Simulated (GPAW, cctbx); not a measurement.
# Reading charge transfer from structure factors

Zr3W, Fm-3m (no. 225), a = 6.8916 Å, b = 6.8916 Å, c = 6.8916 Å, α = 90.00°, β = 90.00°, γ = 90.00°.

| atom | mult. | x | y | z |
| --- | --- | --- | --- | --- |
| W1 | 4 | 0 | 0 | 0 |
| Zr1 | 4 | 1/2 | 0 | 0 |
| Zr2 | 8 | 1/4 | 3/4 | 3/4 |

The start was made by putting kin elements into a known structure type; the compound need not exist, or be stable, in this form.

Absolute values of the static structure factors of the conventional cell from DFT (PBE, GPAW) against free spherical atoms, in electrons:

| hkl | d (Å) | free atoms | crystal |
| --- | --- | --- | --- |
| 111 | 3.979 | 131.63 | 131.72 |
| 020 | 3.446 | 129.91 | 129.82 |
| 022 | 2.437 | 621.45 | 619.79 |
| 131 | 2.078 | 119.92 | 119.48 |
| 222 | 1.989 | 118.75 | 118.42 |
| 040 | 1.723 | 554.36 | 554.08 |
| 133 | 1.581 | 111.58 | 111.74 |
| 042 | 1.541 | 110.66 | 110.67 |
| 242 | 1.407 | 508.43 | 508.94 |
| 333 | 1.326 | 104.72 | 105.13 |

**Question.** Which way does charge move, and which reflections show it best?

Project each element's phase sum on the total phase. At low angle |F| should rise if density moves to atoms that scatter in phase and fall if it moves to atoms that scatter against it.

| hkl | W in phase | Zr in phase | change (e) | (%) |
| --- | --- | --- | --- | --- |
| 111 | +4.0 | -4.0 | +0.08 | +0.1 |
| 020 | +4.0 | -4.0 | -0.09 | -0.1 |
| 022 | +4.0 | +12.0 | -1.65 | -0.3 |
| 131 | +4.0 | -4.0 | -0.44 | -0.4 |
| 222 | +4.0 | -4.0 | -0.33 | -0.3 |
| 040 | +4.0 | +12.0 | -0.28 | 0.0 |
| 133 | +4.0 | -4.0 | +0.16 | +0.1 |
| 042 | +4.0 | -4.0 | +0.01 | 0.0 |

Low-angle reflections that set elements apart and change by more than 0.05 e: 111, 020, 131 and 222. The real-space density gives Voronoi charges W -0.05, Zr +0.02 e. The signs that these charges predict hold for 111 and fail for 020, 131 and 222, so the simple rule can't give the direction here. The reflections see the density near the nuclei and the atoms' change of size and shape; Voronoi cells count what crosses the midplanes.
